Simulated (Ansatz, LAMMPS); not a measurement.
## Amorphous 57SiO2-30PbO-13Na2O (mol %) (62 atoms): a single point

Aim: energy, forces, charges and density of states of amorphous 57SiO2-30PbO-13Na2O (mol %) (62 atoms) at a fixed geometry.

Method: Kohn-Sham DFT, PBEsol, PAW (set soft_2), plane waves, in Ansatz 0.2.0.

### Step 1. Starting point

The cell holds 62 atoms: 13 Si, 7 Pb, 6 Na and 36 O. Cell: a = 9.754 Å, b = 9.754 Å, c = 9.754 Å, α = 90.0°, β = 90.0°, γ = 90.0°. 62 atoms (13 Si, 7 Sr, 6 Na, 36 O) placed at random at 3.1 g/cm³, melted at 5000 K for 10 ps at fixed volume with the Morse and Coulomb pair potential with partial charges (Pedone, Malavasi, Menziani, Cormack and Segre, J. Phys. Chem. B 110, 11780 (2006)). Quenched from 5000 K to 300 K at 10 K/ps and fixed volume, held 5 ps, then minimised at fixed cell. Then Sr was replaced by Pb and the cell scaled by 1.008 (the potential has no terms for the new elements, so the cell is a start for a DFT relaxation).

Before any run, some limits are plain. The quench rate of 10 K/ps is orders of magnitude faster than experiment, which tends to freeze in extra defects. The network of bonds at the start is that of the classical potential that made the cell, and needn't be the one that DFT or experiment would give. No spin–orbit coupling is included, so levels derived from the heavy atoms are approximate.

### Step 2. The classical run that made the cell

A classical potential supplies the starting structure, since it reaches far longer times than DFT.

This step: classical MD, Morse and Coulomb pair potential with partial charges (Pedone, Malavasi, Menziani, Cormack and Segre, J. Phys. Chem. B 110, 11780 (2006)) (LAMMPS 22 Jul 2025 - Update 4).

File in.lmp:

```
# melt-quench of Si13Sr7Na6O36
units metal
atom_style charge
boundary p p p
region box block 0 9.6761 0 9.6761 0 9.6761
create_box 4 box
mass 1 28.0850   # Si
mass 2 87.6200   # Sr
mass 3 22.9898   # Na
mass 4 15.9990   # O
create_atoms 1 random 13 101555 NULL overlap 1.5 maxtry 2000
create_atoms 2 random 7 101562 NULL overlap 1.5 maxtry 2000
create_atoms 3 random 6 101569 NULL overlap 1.5 maxtry 2000
create_atoms 4 random 36 101576 NULL overlap 1.5 maxtry 2000
pair_style hybrid/overlay pedone 5.5 coul/long 8.0
pair_coeff * * coul/long
pair_coeff 1 4 pedone 0.340554 2.006700 2.100000 1   # Si-O
pair_coeff 2 4 pedone 0.019623 1.886000 3.328330 3   # Sr-O
pair_coeff 3 4 pedone 0.023363 1.763867 3.006315 5   # Na-O
pair_coeff 4 4 pedone 0.042395 1.379316 3.618701 22   # O-O
set type 1 charge 2.4
set type 2 charge 1.2
set type 3 charge 0.6
set type 4 charge -1.2
kspace_style pppm 1.0e-4
neigh_modify delay 0 every 1 check yes
thermo_style custom step time temp pe press density
thermo_modify norm yes
timestep 0.002
thermo 100
min_style cg
minimize 1e-4 1e-4 200 2000
reset_timestep 0
velocity all create 5000 101556 mom yes dist gaussian
# [... 14 lines left out ...]
thermo 1250
fix md all nvt temp 300 300 0.2
run 2500 post no
unfix md
thermo 100
min_style cg
minimize 0 1e-3 2000 20000
write_dump all custom glass.dump id type xs ys zs modify sort id
```

On the command line:

```console
$ lmp -in in.lmp -log none -nocite
```

Numbers of over 12 decimals in the logs are rounded to 6 here.

What it wrote:

```text
LAMMPS (22 Jul 2025 - Update 4)
Created orthogonal box = (0 0 0) to (9.6761 9.6761 9.6761)
Created 13 atoms
Created 7 atoms
Created 6 atoms
Created 36 atoms
PPPM initialization ...
  G vector (1/distance) = 0.3763956
  grid = 10 10 10
  estimated relative force accuracy = 6.7238928e-05
   Step          Time           Temp          PotEng         Press         Density
         0   0              0             -3.0013167      584016.79      3.1019703
        71   0.142          0             -13.088509     -9119.4024      3.1019703
Loop time of 0.0165039 s on 1 MPI rank(s) for 71 steps with 62 atoms
Minimization stats:
  Stopping criterion = energy tolerance
  Energy initial, next-to-last, final =
     -3.00131671563853  -13.0876978349524  -13.0885086200316
  Force two-norm initial, final = 213.90432 1.9051548
  Iterations, force evaluations = 71 92
   Step          Time           Temp          PotEng         Press         Density
         0   0              5000          -13.088509      37362.354      3.1019703
       500   1              1917.3294     -12.883212      28123.063      3.1019703
      1000   2              2327.3807     -12.905614      51659.232      3.1019703
Loop time of 0.140245 s on 1 MPI rank(s) for 1000 steps with 62 atoms
   Step          Time           Temp          PotEng         Press         Density
[... 2 lines left out ...]
      2499   4.998          4626.3858     -12.486414      19214.563      3.1019703
      3332   6.664          5154.4932     -12.479938      36787.415      3.1019703
      4165   8.33           5434.2712     -12.372118      78352.034      3.1019703
      4998   9.996          4696.3992     -12.515193      100921.81      3.1019703
      5831   11.662         4567.8448     -12.391258      94292.305      3.1019703
[... 1 line left out ...]
Loop time of 0.764598 s on 1 MPI rank(s) for 5000 steps with 62 atoms
   Step          Time           Temp          PotEng         Press         Density
[... 12 lines left out ...]
Loop time of 33.6849 s on 1 MPI rank(s) for 235000 steps with 62 atoms
   Step          Time           Temp          PotEng         Press         Density
[... 2 lines left out ...]
    242500   485            293.18742     -13.187704      5723.3126      3.1019703
    243500   487            351.63028     -13.196259      6774.599       3.1019703
Loop time of 0.311707 s on 1 MPI rank(s) for 2500 steps with 62 atoms
   Step          Time           Temp          PotEng         Press         Density
    243500   487            351.63028     -13.196259      6774.599       3.1019703
    243528   487.056        351.63028     -13.231601      3850.4291      3.1019703
Loop time of 0.0133575 s on 1 MPI rank(s) for 28 steps with 62 atoms
Minimization stats:
  Stopping criterion = linesearch alpha is zero
  Energy initial, next-to-last, final =
     -13.1962586873831  -13.2316013716479  -13.2316013716479
  Force two-norm initial, final = 9.7100024 0.13527329
  Iterations, force evaluations = 28 85
```

Elapsed: 35 s, on 1 thread of AMD EPYC 9R45, shared host; peak memory 0.078 GiB.

### Step 3. Plane-wave single point

One self-consistent run at the given positions yields energy and forces.

File input.yaml:

```yaml
crystal:
  lattice:
    - [9.75351, 0.0, 0.0]
    - [0.0, 9.75351, 0.0]
    - [0.0, 0.0, 9.75351]
  atoms:
    - { symbol: Si, position: [0.89185, 0.45656, 0.16399] }
    - { symbol: Si, position: [0.55877, 0.15441, 0.90794] }
    - { symbol: Si, position: [0.66735, 0.31463, 0.3252] }
    - { symbol: Si, position: [0.38856, 0.91328, 0.45862] }
    - { symbol: Si, position: [0.38348, 0.91582, 0.78276] }
    - { symbol: Si, position: [0.92011, 0.80341, 0.80351] }
    - { symbol: Si, position: [0.04708, 0.71822, 0.09578] }
    - { symbol: Si, position: [0.14886, 0.40489, 0.5637] }
    - { symbol: Si, position: [0.62804, 0.72264, 0.70209] }
    - { symbol: Si, position: [0.00023, 0.67656, 0.52606] }
    - { symbol: Si, position: [0.76043, 0.05383, 0.1341] }
    - { symbol: Si, position: [0.08877, 0.92935, 0.3373] }
    - { symbol: Si, position: [0.09231, 0.23077, 0.29746] }
    - { symbol: Pb, position: [0.35013, 0.43735, 0.14969] }
    - { symbol: Pb, position: [0.64131, 0.47656, 0.9232] }
    - { symbol: Pb, position: [0.6706, 0.69229, 0.32264] }
    - { symbol: Pb, position: [0.78029, 0.02265, 0.49876] }
    - { symbol: Pb, position: [0.49189, 0.26044, 0.59676] }
    - { symbol: Pb, position: [0.25487, 0.61643, 0.81689] }
    - { symbol: Pb, position: [0.92312, 0.21269, 0.83558] }
    - { symbol: Na, position: [0.42654, 0.14124, 0.23182] }
    - { symbol: Na, position: [0.79665, 0.43127, 0.62804] }
    - { symbol: Na, position: [0.12861, 0.03319, 0.01941] }
    - { symbol: Na, position: [0.6537, 0.79875, 0.01775] }
    - { symbol: Na, position: [0.4247, 0.55268, 0.48443] }
    - { symbol: Na, position: [0.35919, 0.77632, 0.14328] }
    - { symbol: O, position: [0.93854, 0.61756, 0.17532] }
    - { symbol: O, position: [0.63906, 0.04554, 0.00806] }
    - { symbol: O, position: [0.29028, 0.41734, 0.6457] }
    - { symbol: O, position: [0.15996, 0.29656, 0.43772] }
    - { symbol: O, position: [0.26757, 0.88312, 0.88755] }
    - { symbol: O, position: [0.5027, 0.79522, 0.79559] }
    - { symbol: O, position: [0.20521, 0.20344, 0.18556] }
    - { symbol: O, position: [0.72972, 0.27913, 0.4705] }
    - { symbol: O, position: [0.01842, 0.08204, 0.3406] }
    - { symbol: O, position: [0.69839, 0.17938, 0.2286] }
    - { symbol: O, position: [0.50975, 0.35742, 0.34355] }
    - { symbol: O, position: [0.6521, 0.81689, 0.5767] }
    - { symbol: O, position: [0.48401, 0.26795, 0.99646] }
    - { symbol: O, position: [0.49124, 0.03866, 0.44486] }
    - { symbol: O, position: [0.01336, 0.71433, 0.69289] }
    - { symbol: O, position: [0.75951, 0.91559, 0.21763] }
    - { symbol: O, position: [0.02738, 0.3699, 0.66294] }
    - { symbol: O, position: [0.45298, 0.06444, 0.81155] }
    - { symbol: O, position: [0.24592, 0.95785, 0.37712] }
    - { symbol: O, position: [0.87632, 0.42269, 0.0064] }
    - { symbol: O, position: [0.58356, 0.56817, 0.67958] }
    - { symbol: O, position: [0.42411, 0.76914, 0.39189] }
    - { symbol: O, position: [0.9923, 0.3514, 0.243] }
    - { symbol: O, position: [0.17626, 0.6214, 0.06521] }
    - { symbol: O, position: [0.34136, 0.90072, 0.62233] }
    - { symbol: O, position: [0.526, 0.6268, 0.08845] }
    - { symbol: O, position: [0.85822, 0.61351, 0.4944] }
    - { symbol: O, position: [0.66128, 0.2322, 0.80657] }
    - { symbol: O, position: [0.08982, 0.84775, 0.19235] }
    - { symbol: O, position: [0.12175, 0.56345, 0.49932] }
    - { symbol: O, position: [0.97768, 0.77466, 0.95585] }
    - { symbol: O, position: [0.02232, 0.82256, 0.44576] }
    - { symbol: O, position: [0.74452, 0.43797, 0.2417] }
    - { symbol: O, position: [0.89849, 0.09226, 0.06264] }
    - { symbol: O, position: [0.9069, 0.95533, 0.75256] }
    - { symbol: O, position: [0.7653, 0.72895, 0.80161] }
kpoints:
  mp_grid: { grid: [2, 2, 2] }
hamiltonian:
  xc: pbesol
scf:
  occupations: { method: gaussian, width: 0.025 }
output:
  forces: true
  stress: true
  populations: true
  dos:
    method: { smearing: { sigma: 0.08 } }
    de: 0.1
    projected: { site_lists: { Na: [Na], O: [O], Pb: [Pb], Si: [Si] } }
  eigenvalues: true
  write_density: true
  write_potential: true
  volumetric_format: npy
```

On the command line:

```console
$ ansatz run input.yaml --threads 8 --pin off --max-ram 15872MiB --backend cpu --events-out ev --progress --plain --runs-dir out
```

What it wrote:

```text
Engine: ansatz 0.2.0, x86_64-unknown-linux-gnu
Pseudopotentials: kind: paw
Pseudopotential: Si, paw, valence charge 4, recommended cutoff 420 eV (normal), Si.paw.azcp
Pseudopotential: Pb, paw, valence charge 14, recommended cutoff 420 eV (normal), Pb.paw.azcp
Pseudopotential: Na, paw, valence charge 9, recommended cutoff 420 eV (normal), Na.paw.azcp
[...]
k-point 0: bands = ["-45.3117", "-45.2613", "-45.1168", "-45.0474", [... 256 levels ...], "13.8450", "13.8956", "13.9733", "14.0840", "14.1602", "14.2040", "14.2316", "14.2635", "14.3128", "14.4316", "14.4529", "14.5275"]
[...]
--- Löwdin populations: 62 sites ---
  site symbol       q [e]
     0     Si      2.3011
     1     Si      2.3603
     2     Si      2.3627
[...]
61      O      6.8104
  spilling = 0.008906 (of n_electrons = 420.000000)
[key lines of the parts left out:]
SCF converged after 11 iterations
Free energy (F): -119454.536741 eV
Fermi energy:    5.754196 eV
P = ⅓ Tr σ = -0.0546 GPa (-0.546 kbar)
```

Run time: 15 s. Hardware: 8 threads of AMD EPYC 9R45, shared host; peak memory 8.2 GiB.

The run gave:

```yaml
free_energy: -119454.5367 eV
free_energy_per_atom: -1926.6861 eV/atom
scf_cycles: 11
pressure: -0.05458 GPa
r_m_s_force_component: 0.8369 eV/Å
longest_force: 3.225 eV/Å
fermi_energy: 5.754 eV
spacing_of_highest_filled_and_lowest_empty_level: 2.028 eV
spilling_of_the_projection: 0.008906
```

Length of the force by element:

| element | coordination | atoms | mean length of the force (eV/Å) | spread | least | most |
| --- | --- | --- | --- | --- | --- | --- |
| Na | all | 6 | 0.478 | 0.224 | 0.197 | 0.788 |
| O | all | 36 | 1.47 | 0.638 | 0.355 | 3.22 |
| Pb | all | 7 | 0.974 | 0.187 | 0.710 | 1.23 |
| Si | all | 13 | 1.45 | 0.422 | 0.732 | 2.17 |

Löwdin charges by element (they lack the spilled electrons, 0.060 e an atom on average):

| element | coordination | atoms | mean charge (e) | spread | least | most |
| --- | --- | --- | --- | --- | --- | --- |
| Na | all | 6 | 0.768 | 0.0141 | 0.747 | 0.783 |
| O | all | 36 | -0.823 | 0.0417 | -0.912 | -0.752 |
| Pb | all | 7 | 1.03 | 0.0556 | 0.937 | 1.11 |
| Si | all | 13 | 1.66 | 0.0362 | 1.61 | 1.73 |

States in the cell by windows of 1 eV, zero at the Fermi level; the larger projections on atomic orbitals stand beside the total:

| from (eV) | to (eV) | total | O p | Pb p | Si p | O s | Pb d |
| --- | --- | --- | --- | --- | --- | --- | --- |
| -18 | -17 | 37.9 | 0.3 | 0.2 | 1.9 | 10.8 | 24.2 |
| -17 | -16 | 46.0 | 0.2 | 0.1 | 0.2 | 1.9 | 43.5 |
| -16 | -15 | 2.0 | 0.0 | 0.1 | 0.0 | 1.1 | 0.8 |
| -15 | -12 | 0.0 | 0.0 | 0.0 | 0.0 | 0.0 | 0.0 |
| -12 | -11 | 1.1 | 0.7 | 0.0 | 0.1 | 0.1 | 0.0 |
| -11 | -10 | 3.3 | 2.2 | 0.0 | 0.2 | 0.2 | 0.0 |
| -10 | -9 | 8.6 | 5.4 | 0.0 | 0.7 | 0.4 | 0.0 |
| -9 | -8 | 18.2 | 8.2 | 0.2 | 1.4 | 0.5 | 0.0 |
| -8 | -7 | 15.9 | 10.3 | 0.1 | 2.3 | 0.3 | 0.0 |
| -7 | -6 | 5.2 | 3.8 | 0.2 | 0.7 | 0.2 | 0.0 |
| -6 | -5 | 31.6 | 24.4 | 1.3 | 2.9 | 1.6 | 0.0 |
| -5 | -4 | 35.0 | 29.2 | 1.6 | 1.7 | 1.0 | 0.0 |
| -4 | -3 | 40.8 | 36.0 | 1.6 | 1.0 | 0.5 | 0.0 |
| -3 | -2 | 41.7 | 38.0 | 1.0 | 0.7 | 0.4 | 0.0 |
| -2 | -1 | 27.8 | 25.2 | 0.5 | 0.4 | 0.2 | 0.0 |
| -1 | 0 | 1.0 | 0.8 | 0.0 | 0.0 | 0.0 | 0.0 |
| 0 | 1 | 0.3 | 0.1 | 0.2 | 0.0 | 0.0 | 0.0 |
| 1 | 2 | 5.7 | 0.8 | 4.2 | 0.1 | 0.3 | 0.0 |
| 2 | 3 | 12.8 | 1.6 | 9.0 | 0.2 | 0.8 | 0.0 |
| 3 | 4 | 12.8 | 1.6 | 8.5 | 0.3 | 0.8 | 0.0 |
| 4 | 5 | 12.4 | 1.6 | 8.3 | 0.5 | 0.5 | 0.0 |

The curve was stored every 0.10 eV, coarse against its broadening of 0.08 eV, so these counts are rough.

Between -26 and -18 eV lie 92 more states.

The levels nearest the highest filled one (over half full), pooled over k-points and spins:

| level less the highest filled one (eV) | occupation |
| --- | --- |
| -0.0182 | 2 |
| -0.0151 | 2 |
| -0.0138 | 2 |
| -0.0086 | 2 |
| -0.0049 | 2 |
| 0 | 2 |
| 2.03 | 0 |
| 2.05 | 0 |
| 2.06 | 0 |
| 2.06 | 0 |
| 2.06 | 0 |
| 2.07 | 0 |

Valence density in the bc plane at fractional x = 0.652, with atoms of Si and Pb and Na and O within 0.2 Å of it. It is the smooth field of the valence electrons, not physical close to the nuclei.

Values in e/Å³, 13 rows by 16 columns, each cell a mean:
```
 2  2  0  0  0  0  1  6  4  1  0  0  2  2  0  0
 0  0  1  2  1  0  1  4  3  0  0  0  0  0  0  0
 0  0  1  5  4  0  0  0  0  0  0  0  0  0  0  0
 0  0  0  1  1  0  0  0  0  1  0  0  0  0  0  0
 0  0  0  0  0  0  0  0  1  1  0  0  2  2  0  0
 0  0  0  0  0  0  0  0  0  0  0  0  3  5  1  0
 0  0  0  0  1  0  0  0  0  0  0  0  1  1  0  0
 0  0  0  0  1  0  0  0  0  0  1  1  0  0  0  0
 0  0  0  0  0  0  0  0  0  1  4  6  2  0  0  0
 0  0  2  2  1  0  0  0  0  0  2  3  1  0  0  0
 0  0  1  1  0  0  0  0  0  0  0  0  0  0  0  0
 1  1  0  0  0  0  0  0  0  0  0  0  1  1  0  0
 4  3  0  0  0  0  0  1  1  0  0  0 10  8  0  1
```
Columns run along b (9.8 Å), rows up along c (9.8 Å). Atoms in or near the plane, at fractional coordinates: Si at (0.31, 0.33), Pb at (0.48, 0.92), Pb at (0.69, 0.32), Na at (0.80, 0.02), O at (0.05, 0.01), O at (0.82, 0.58), O at (0.23, 0.81).

Electrostatic potential energy in the bc plane at fractional x = 0.652, with atoms of Si and Pb and Na and O within 0.2 Å of it. With pseudopotentials it is smooth inside the atoms' cores, unlike the true potential.

Ten even steps from '0' (-41 eV) to '9' (10 eV), each cell a mean:
```
413788999861111489985237999
988777899841341289998888999
998777789851221489999999999
999873138985224789999999999
999971017998778998877899999
999995248999999997422689999
999999899999999886100379999
999999999999998776100389999
999999999999999898533347999
999999999999999999886003899
888999999999999999997103899
888999999999999999999768998
888999988999999999999999998
999999987789999987667899999
999999742268999862112789999
999998500027999841221489999
999998510027999841221489999
999854642368999862112699999
999732687889999987667899999
888877999999999999988999999
888899999999999999999899999
878999999999999999998678999
424899999998888999984016898
101699999986335899972004897
```
Columns run along b (9.8 Å; values clipped at the 3rd and 97th percentile), rows up along c (9.8 Å). Atoms in or near the plane, at fractional coordinates: Si at (0.31, 0.33), Pb at (0.48, 0.92), Pb at (0.69, 0.32), Na at (0.80, 0.02), O at (0.05, 0.01), O at (0.82, 0.58), O at (0.23, 0.81).

Mean Löwdin charges: Na +0.77, O -0.82, Pb +1.03, Si +1.66 e (they miss 0.89 % of the electrons, so they add up to more than the cell's charge). The largest share in the top eV of filled states is O p (92 % of the projected weight), and in the lowest eV of empty states Pb p (76 % of the projected weight).

### Step 4. Distances and neighbours

These statistics describe the geometry on which the runs were made.

Density 4.53 g/cm³, 14.97 Å³ an atom.

g(r), total and by pair (bins of 0.2 Å):

| r (Å) | total | O-O | O-Si | O-Pb | O-Na | Si-Si | Si-Pb |
| --- | --- | --- | --- | --- | --- | --- | --- |
| 1.50 | 1.25 | 0.00 | 5.15 | 0.00 | 0.00 | 0.00 | 0.00 |
| 1.70 | 2.57 | 0.00 | 10.57 | 0.00 | 0.00 | 0.00 | 0.00 |
| 1.90 | 0.00 | 0.00 | 0.00 | 0.00 | 0.00 | 0.00 | 0.00 |
| 2.10 | 0.04 | 0.00 | 0.00 | 0.00 | 0.36 | 0.00 | 0.00 |
| 2.30 | 0.33 | 0.00 | 0.00 | 0.00 | 2.89 | 0.00 | 0.00 |
| 2.50 | 1.31 | 1.47 | 0.00 | 3.41 | 3.33 | 0.00 | 0.00 |
| 2.70 | 2.17 | 4.83 | 0.00 | 3.30 | 0.95 | 0.00 | 0.00 |
| 2.90 | 0.48 | 0.33 | 0.09 | 1.41 | 1.01 | 0.49 | 0.00 |
| 3.10 | 0.73 | 0.29 | 0.08 | 0.45 | 0.35 | 5.85 | 0.81 |
| 3.30 | 1.08 | 1.21 | 0.79 | 0.53 | 0.47 | 1.25 | 1.87 |
| 3.50 | 0.97 | 1.03 | 1.02 | 0.35 | 0.42 | 0.00 | 1.96 |
| 3.70 | 1.27 | 1.05 | 1.39 | 0.87 | 1.25 | 0.00 | 2.95 |
| 3.90 | 0.85 | 0.45 | 1.40 | 0.58 | 0.89 | 0.85 | 1.86 |
| 4.10 | 1.13 | 0.78 | 1.69 | 0.61 | 1.53 | 0.53 | 1.71 |
| 4.30 | 0.99 | 0.71 | 1.59 | 0.86 | 1.21 | 1.20 | 0.67 |
| 4.50 | 0.84 | 0.76 | 0.86 | 1.52 | 0.68 | 0.65 | 0.40 |
| 4.70 | 1.02 | 0.80 | 1.03 | 1.58 | 1.22 | 0.60 | 0.73 |

Local excerpt of 11 atoms (numbers count through the whole input) about O38, which bears the longest force; x, y, z are measured from there.

| atom | x | y | z | distance (Å) | Löwdin charge (e) | Fx | Fy | Fz (eV/Å) |
| --- | --- | --- | --- | --- | --- | --- | --- | --- |
| O38 | 0.00 | 0.00 | 0.00 | 0.00 | -0.81 | 0.66 | 1.71 | -2.65 |
| Si9 | -0.23 | -0.92 | 1.22 | 1.55 | 1.62 | -0.11 | 0.90 | 0.63 |
| Pb17 | 1.25 | 2.01 | -0.76 | 2.48 | 1.09 | -0.78 | -0.88 | 0.13 |
| O32 | -1.46 | -0.21 | 2.13 | 2.59 | -0.81 | 0.18 | -0.40 | 1.04 |
| O62 | 1.10 | -0.86 | 2.19 | 2.60 | -0.81 | 0.29 | -0.40 | 1.30 |
| O47 | -0.67 | -2.43 | 1.00 | 2.71 | -0.88 | -0.34 | -1.69 | -0.20 |
| Pb16 | 0.18 | -1.22 | -2.48 | 2.77 | 0.99 | 0.38 | 0.69 | 0.79 |
| O48 | -2.22 | -0.47 | -1.80 | 2.90 | -0.90 | 0.76 | -1.30 | -1.01 |
| O53 | 2.01 | -1.98 | -0.80 | 2.94 | -0.87 | -1.94 | -0.43 | -0.75 |
| O40 | -1.57 | 2.16 | -1.29 | 2.97 | -0.84 | 1.15 | 1.63 | -0.14 |
| Si4 | -2.57 | 0.94 | -1.15 | 2.97 | 1.63 | -0.65 | -0.37 | 1.35 |

### Step 5. What came out

| Quantity | Value |
| --- | --- |
| free energy per atom | -1926.6861 eV/atom |
| pressure | -0.05458 GPa |
| r.m.s. force component | 0.8369 eV/Å |
| gap (highest filled to lowest empty level) | 2.028 eV |
| wall time of the 1 DFT run | 15 s |

Between filled and empty levels lie 2.03 eV (on the run's k-points); a semilocal functional narrows such gaps, while the missing spin–orbit coupling widens them for these heavy elements, so the errors pull opposite ways. In a disordered cell it changes from sample to sample, and tail or defect levels can set it.

What to keep in mind: The geometry was minimised with a classical potential after classical dynamics and isn't relaxed at this level: its force components are 0.84 eV/Å r.m.s.

[Logs are printed without paths, hosts, clocks, repeated set-up lines and the standing remarks that a program may print on its own settings, such as how far it seeks lower states.]

[Hosts, paths, dates, database ids (printed as entryN), source tags and the programs' standing remarks are cut or masked in the printed files.]
